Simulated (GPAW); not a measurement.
Two runs for the C K edge of atom 5 in Nb4C3 (Pm-3m). Run A: GPAW, LDA, excited-electron core hole (neutral cell), 28-atom cell with 7.7 Å between holes, 5×5×5 k points, dipole transitions, Gaussian full width 0.9 eV up to 4 eV, rising linearly to 3.5 eV at 25 eV. Run B differs in one choice.

Energy from the lowest empty level; intensity scaled to a mean of 1 over the first 20 eV:

| E (eV) | A | B |
| --- | --- | --- |
| -2.0 | 0.00 | 0.00 |
| -1.5 | 0.00 | 0.00 |
| -1.0 | 0.00 | 0.00 |
| -0.5 | 0.10 | 0.07 |
| 0.0 | 0.49 | 0.41 |
| 0.5 | 0.87 | 0.85 |
| 1.0 | 1.10 | 1.01 |
| 1.5 | 1.36 | 1.05 |
| 2.0 | 1.41 | 1.34 |
| 2.5 | 1.42 | 1.61 |
| 3.0 | 1.76 | 1.76 |
| 3.5 | 1.96 | 1.42 |
| 4.0 | 1.60 | 1.21 |
| 4.5 | 1.13 | 1.10 |
| 5.0 | 0.86 | 1.21 |
| 5.5 | 0.80 | 1.69 |
| 6.0 | 0.99 | 1.89 |
| 6.5 | 1.23 | 1.75 |
| 7.0 | 1.36 | 1.56 |
| 7.5 | 1.44 | 1.36 |
| 8.0 | 1.51 | 1.30 |
| 8.5 | 1.50 | 1.29 |
| 9.0 | 1.33 | 1.15 |
| 9.5 | 1.05 | 0.93 |
| 10.0 | 0.80 | 0.77 |
| 10.5 | 0.71 | 0.74 |
| 11.0 | 0.83 | 0.81 |
| 11.5 | 1.08 | 0.90 |
| 12.0 | 1.26 | 0.99 |
| 12.5 | 1.28 | 1.08 |
| 13.0 | 1.21 | 1.16 |
| 13.5 | 1.13 | 1.18 |
| 14.0 | 1.05 | 1.09 |
| 14.5 | 0.94 | 0.92 |
| 15.0 | 0.80 | 0.75 |
| 15.5 | 0.66 | 0.62 |
| 16.0 | 0.56 | 0.55 |
| 16.5 | 0.49 | 0.50 |
| 17.0 | 0.44 | 0.45 |
| 17.5 | 0.39 | 0.39 |
| 18.0 | 0.34 | 0.33 |
| 18.5 | 0.29 | 0.28 |
| 19.0 | 0.26 | 0.26 |
| 19.5 | 0.25 | 0.26 |
| 20.0 | 0.25 | 0.27 |
| 20.5 | 0.27 | 0.31 |
| 21.0 | 0.30 | 0.35 |
| 21.5 | 0.34 | 0.41 |
| 22.0 | 0.39 | 0.47 |
| 22.5 | 0.45 | 0.53 |
| 23.0 | 0.51 | 0.60 |
| 23.5 | 0.57 | 0.66 |
| 24.0 | 0.63 | 0.71 |
| 24.5 | 0.68 | 0.75 |
| 25.0 | 0.72 | 0.78 |
| 25.5 | 0.75 | 0.79 |
| 26.0 | 0.78 | 0.81 |
| 26.5 | 0.81 | 0.84 |
| 27.0 | 0.86 | 0.89 |
| 27.5 | 0.91 | 0.95 |
| 28.0 | 0.98 | 1.02 |
| 28.5 | 1.03 | 1.07 |
| 29.0 | 1.07 | 1.08 |
| 29.5 | 1.07 | 1.06 |
| 30.0 | 1.04 | 1.00 |
| 30.5 | 0.98 | 0.91 |
| 31.0 | 0.89 | 0.81 |
| 31.5 | 0.80 | 0.72 |
| 32.0 | 0.71 | 0.64 |

Question: What was changed?
a) the plane-wave cutoff
b) the size of the supercell
c) the volume of the cell
d) the broadening

(b): run B changes the supercell atoms from 28 to 7, and the k mesh follows the cell. Against the first run the r.m.s. difference is 25 %. Another feature, at 6.0 eV (1.89), becomes the highest below 16 eV; the one at 3.4 eV (1.97) is now at 2.9 eV (1.77). Other settings could leave a like mark; this is the one that was changed.

[Hosts, paths, dates, database ids (printed as entryN), source tags and the programs' standing remarks are cut or masked in the printed files.]

[Lists of maxima count a maximum above −3 eV only where it reaches 4 % of the highest in the window and stands out from its surroundings by 2 % of it (1.5 % where it reaches 55 %); shoulders and weaker maxima are passed over, and of the rest the first, up to two pre-edge ones and the few strongest are named.]
